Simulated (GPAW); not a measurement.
# MnGe3 (Ge8x111 Mn2 nn): parallel and opposed starts, part 2 of 2

Does MnGe3 (Ge8x111 Mn2 nn) prefer parallel or opposed moments, or none?

GPAW 26.7.0; PBE with U = 4 eV on Mn d; plane waves with GPAW's PAW setups, scalar-relativistic.

So far. Step 2 (Run 1 (ferro ++)): After 31 cycles the largest moment stands at 4.29 μB.

### Step 3. Order 2, typed as antiferro +-

An opposed order shows whether the pairs that it reverses prefer unlike signs.

File order2.py:

```python
import json
import numpy as np
from ase import Atoms
from ase.parallel import paropen, parprint
from gpaw import GPAW

atoms = Atoms(['Mn', 'Mn', 'Ge', 'Ge', 'Ge', 'Ge', 'Ge', 'Ge'],
    cell=[[5.658, 0.0, 0.0],
         [0.0, 5.658, 0.0],
         [0.0, 0.0, 5.658]],
    scaled_positions=[[0.0, 0.0, 0.0],
         [0.25, 0.25, 0.25],
         [0.0, 0.5, 0.5],
         [0.25, 0.75, 0.75],
         [0.5, 0.0, 0.5],
         [0.75, 0.25, 0.75],
         [0.5, 0.5, 0.0],
         [0.75, 0.75, 0.25]],
    pbc=True,
    magmoms=[4.5, -4.5, 0.0, 0.0, 0.0, 0.0, 0.0, 0.0])
atoms.calc = GPAW(mode={'name': 'pw', 'ecut': 450},
    xc='PBE',
    kpts={'size': (5, 5, 5), 'gamma': True},
    occupations={'name': 'fermi-dirac', 'width': 0.05},
    convergence={'density': 1e-05, 'energy': 1e-05},
    maxiter=200,
    mixer={'name': 'pulay', 'beta': 0.05, 'nmaxold': 6, 'weight': 50},
    setups={'Mn': ':d,4.0'},
    symmetry={'tolerance': 1e-4},
    txt='order2.txt')
e = atoms.get_potential_energy(force_consistent=True)
res = {'free_energy': e, 'energy_sigma0': atoms.get_potential_energy(), 'fermi_energy': atoms.calc.get_fermi_level()}
res['moments'] = atoms.get_magnetic_moments().tolist()
res['total'] = atoms.get_magnetic_moment()
parprint('site moments (muB):', np.round(res['moments'], 3))
parprint(f"total moment: {res['total']:.3f} muB")
parprint(f'free energy: {e:.6f} eV')
atoms.calc.write('order2.gpw')
with paropen('results.json', 'w') as f:
    json.dump(res, f)
```

Run with:

```
> OMP_NUM_THREADS=1 mpirun -n 4 gpaw python order2.py > order2.log
```

Numbers of over 12 decimals in the logs are rounded to 6 here.

The log of the run:

```text
site moments (muB): [ 4.203 -4.203  0.047 -0.047  0.047 -0.047  0.047 -0.047]
total moment: 0.000 muB
free energy: -40.232082 eV

--- order2.txt ---
Input parameters:
  mode=PW(ecut=450),
  convergence={'density': 1e-05, 'energy': 1e-05},
  kpts=MonkhorstPack(size=(5, 5, 5), gamma=True),
  maxiter=200,
  mixer=Pulay(name='pulay', nmaxold=6, beta=0.05, weight=50, sigma=0.015, g_ss=None),
  occupations=Occupations(name='fermi-dirac', width=0.05),
  setups={'Mn': ':d,4.0'},
  symmetry=Symmetry(tolerance=0.0001),
  xc=XC(name='PBE')

Diagonalizing LCAO Hamiltonian
Converting LCAO to pw mode
    .-------------.
   /|             |
  / |  Ge         |
 *  |             |
 |  |       Ge    |
 | Ge             |
 |  |   Ge    Ge  |
 |  .-------------.
 | / Mn  Ge      /
 |/             /
 Mn------------*

Atoms  # Å, Bohr magnetons
|   | symbol |        x |        y |        z |    initial magnetic moments |
|---|--------|----------|----------|----------|-----------------------------|
| 0 |     Mn | 0.000000 | 0.000000 | 0.000000 | ( 0.0000,  0.0000,  4.5000) |
| 1 |     Mn | 1.414500 | 1.414500 | 1.414500 | ( 0.0000,  0.0000, -4.5000) |
| 2 |     Ge | 0.000000 | 2.829000 | 2.829000 | ( 0.0000,  0.0000,  0.0000) |
| 3 |     Ge | 1.414500 | 4.243500 | 4.243500 | ( 0.0000,  0.0000,  0.0000) |
| 4 |     Ge | 2.829000 | 0.000000 | 2.829000 | ( 0.0000,  0.0000,  0.0000) |
| 5 |     Ge | 4.243500 | 1.414500 | 4.243500 | ( 0.0000,  0.0000,  0.0000) |
| 6 |     Ge | 2.829000 | 2.829000 | 0.000000 | ( 0.0000,  0.0000,  0.0000) |
| 7 |     Ge | 4.243500 | 4.243500 | 1.414500 | ( 0.0000,  0.0000,  0.0000) |

Unit cell  # Å
| periodic |        x |        y |        z |  lengths |    angles |
|----------|----------|----------|----------|----------|-----------|
|      yes | 5.658000 | 0.000000 | 0.000000 | 5.658000 | 90.000000 |
|      yes | 0.000000 | 5.658000 | 0.000000 | 5.658000 | 90.000000 |
|      yes | 0.000000 | 0.000000 | 5.658000 | 5.658000 | 90.000000 |

Number of symmetries: 6

BZ-sampling:
  Number of BZ points: 125
  Number of IBZ points: 19

  Monkhorst-Pack size: [5, 5, 5]
  Monkhorst-Pack shift: [0, 0, 0]

Plane wave coefficients: 3950
Cutoff: 450.000000 eV

Spin-components: 2 (collinear spins)
Bands:           37
Projectors:      42
Spin-degeneracy: 1
Datatype:        complex128

Parallelization:
  kpt:    4
  domain: 1
  band:   1

Density:
  Valence electrons: 54.0
  Components: 2
  Grid points: [28 28 28]
  Charge: 0.0  # |e|

Potential:
  Grid points: [28 28 28]

[... setups left out ...]
Reference energy: -405614.003261  # eV

eigensolver:
  PPCG
  Converge bands: occupied
  niter=2

density mixing:
  Pulay-Mixer
  Linear mixing parameters: 0.05
  Old densities: 6
  Fourier metric: weight=50, sigma=0.015

occupation numbers:
  Fermi-Dirac:
    width: 0.0500  # eV

poisson solver:
  ecut: 3600.000000  # eV

xc functional:
  name: PBE with 2 nearest neighbor stencil

convergence criteria:
- Maximum integral of absolute [dens]ity change: 1e-05 electrons / valence electron
- Maximum [total energy] change in last 3 cyles: 1e-05 eV / valence electron
- Maximum integral of absolute [eigenst]ate change: 4e-08 eV^2 / valence electron
maximum number of iterations: 200

SCF iterations
|iter     |      energy | eigst |  dens |  magmom |
|---------|-------------|-------|-------|---------|
|iter:   1|       0s |  -40.220901 | +0.13 |       |  +0.0000|
|iter:   2|       2s |  -40.209427 | -1.70 | -1.03 |  +0.0000|
|iter:   3|       4s |  -40.177349 | -1.62 | -1.06 |  -0.0000|
|iter:   4|       6s |  -40.146199 | -2.75 | -1.37 |  -0.0000|
|iter:   5|       8s |  -40.203833 | -2.36 | -1.38 |  -0.0000|
|iter:   6|      10s |  -40.226327 | -2.32 | -1.73 |  -0.0000|
|iter:   7|      12s |  -40.216221 | -2.83 | -1.90 |  +0.0000|
|iter:   8|      14s |  -40.219402 | -3.71 | -2.25 |  +0.0000|
|iter:   9|      16s |  -40.219749 | -4.05 | -2.44 |  +0.0000|
|iter:  10|      18s |  -40.220419 | -4.65 | -2.71 |  -0.0000|
|iter:  11|      20s |  -40.220531 | -5.37 | -2.95 |  +0.0000|
|iter:  12|      22s |  -40.220544c| -6.78 | -3.10 |  -0.0000|
|iter:  13|      24s |  -40.220652c| -5.34 | -3.12 |  -0.0000|
|iter:  14|      26s |  -40.220655c| -7.01 | -3.37 |  -0.0000|
|iter:  15|      28s |  -40.220675c| -5.60 | -3.39 |  -0.0000|
|iter:  16|      30s |  -40.220676c| -7.30 | -4.13 |  -0.0000|
|iter:  17|      32s |  -40.220674c| -7.65c| -4.16 |  +0.0000|
|iter:  18|      33s |  -40.220675c| -7.59c| -4.54 |  -0.0000|
|iter:  19|      34s |  -40.220675c| -8.31c| -4.62 |  -0.0000|
|iter:  20|      35s |  -40.220675c| -8.63c| -4.63 |  -0.0000|
|iter:  21|      36s |  -40.220674c| -7.90c| -4.64 |  -0.0000|
|iter:  22|      37s |  -40.220675c| -8.06c| -5.03c|  +0.0000|

Converged in 22 steps
Energy contributions relative to reference atoms: (reference = -405614.003261)

Energy contributions:
  Kinetic:         122.573547
  Coulomb:        -105.699883
  Zero:              0.243209
  External:          0.000000
  Xc:              -57.326141
  Entropy:          -0.022815
  Spinorbit:         0.000000
  ----------------------------
  Free energy:     -40.232082
  Extrapolated:    -40.220675

dipole moment: (-31.283254, -31.283254, -31.283254)  # |e|*Ang

Total magnetic moment: (0.000000, 0.000000, 0.000000)

Local magnetic moments
|        x |        y |         z |
|----------|----------|-----------|
| 0.000000 | 0.000000 |  4.203309 |  # Mn   0
| 0.000000 | 0.000000 | -4.203309 |  # Mn   1
| 0.000000 | 0.000000 |  0.047131 |  # Ge   2
| 0.000000 | 0.000000 | -0.047131 |  # Ge   3
| 0.000000 | 0.000000 |  0.047131 |  # Ge   4
| 0.000000 | 0.000000 | -0.047131 |  # Ge   5
| 0.000000 | 0.000000 |  0.047131 |  # Ge   6
| 0.000000 | 0.000000 | -0.047131 |  # Ge   7

Fermi level: 5.175
Eigenvalues  # (at kpt = [0.000, 0.000, 0.000])
| band index |      eig [eV] | occ [0-1] |      eig [eV] | occ [0-1] |
|------------|---------------|-----------|---------------|-----------|
|          0 |       -76.830 |     1.000 |       -76.830 |     1.000 |
|        ... |               |           |               |           |
|         18 |         0.323 |     1.000 |         0.323 |     1.000 |
|         19 |         1.442 |     1.000 |         1.442 |     1.000 |
|         20 |         2.610 |     1.000 |         2.610 |     1.000 |
|         21 |         2.975 |     1.000 |         2.975 |     1.000 |
|         22 |         2.975 |     1.000 |         2.975 |     1.000 |
|         23 |         3.893 |     1.000 |         3.893 |     1.000 |
|         24 |         3.893 |     1.000 |         3.893 |     1.000 |
|         25 |         4.064 |     1.000 |         4.064 |     1.000 |
|         26 |         5.794 |     0.000 |         5.794 |     0.000 |
|         27 |         5.794 |     0.000 |         5.794 |     0.000 |
|         28 |         5.982 |     0.000 |         5.982 |     0.000 |
|         29 |         6.038 |     0.000 |         6.038 |     0.000 |
|         30 |         6.038 |     0.000 |         6.038 |     0.000 |
|         31 |         6.773 |     0.000 |         6.773 |     0.000 |
|         32 |         7.423 |     0.000 |         7.423 |     0.000 |
|         33 |         7.423 |     0.000 |         7.423 |     0.000 |
|        ... |               |           |               |           |
|         36 |         8.899 |     0.000 |         8.899 |     0.000 |

No gap
No difference between direct/indirect transitions
```

Run time: 43 s. Hardware: 4 MPI ranks of Intel Xeon at 2.60GHz (Ice Lake), shared host; peak memory 0.91 GiB; 2.9 min of CPU time.

Spin moment in the augmentation sphere by atom:

```
atom  spin moment in the augmentation sphere (μB)
 Mn1                                         4.20
 Mn2                                        -4.20
 Ge3                                         0.05
 Ge4                                        -0.05
 Ge5                                         0.05
 Ge6                                        -0.05
 Ge7                                         0.05
 Ge8                                        -0.05
```

Read from the output:

```yaml
magnetization: 0 μB
final_state: antiferromagnetic
```

It lies 281 meV a seeded atom under the first start, and its largest moment is 4.20 μB against 4.29 μB.

### Step 4. Energies of the orders

These are free energies at a smearing of 0.05 eV, so its entropy term is in the differences. They are divided by the number of seeded atoms, so that cells of unlike size compare.

Orders:

```
       start        final state  typed order kept  energy over the lowest (meV a seeded atom)  largest site moment (μB)  net moment (μB a primitive cell)  mesh matched  CPU time (s)
    ferro ++      ferromagnetic               yes                                       280.8                     4.285                             8.808           yes         246.5
antiferro +-  antiferromagnetic               yes                                           0                     4.203                                 0           yes         171.3
```

### Step 5. Summary of results

| Item | Value |
| --- | --- |
| lowest state found | antiferromagnetic (typed antiferro +-) |
| largest site moment | 4.20 μB |
| next state | ferromagnetic, 281 meV a seeded atom higher |

In words: The lowest state found is antiferromagnetic, reached from the start antiferro +-, with moments up to 4.20 μB. The next state costs 281 meV a seeded atom. Only 2 starts are shown; other collinear patterns, canted and longer-period orders are not.

[Logs and program files are shortened in this print: banners, set-up blocks, solver, clock and traceback lines can be left out without a mark of their own.]

[Logs are printed without paths, hosts, clocks, repeated set-up lines and the standing remarks that a program may print on its own settings, such as how far it seeks lower states.]

[Hosts, paths, dates, database ids (printed as entryN), source tags and the programs' standing remarks are cut or masked in the printed files.]

[Where a cell is said to come from a database of computed structures, the database is the Materials Project.]
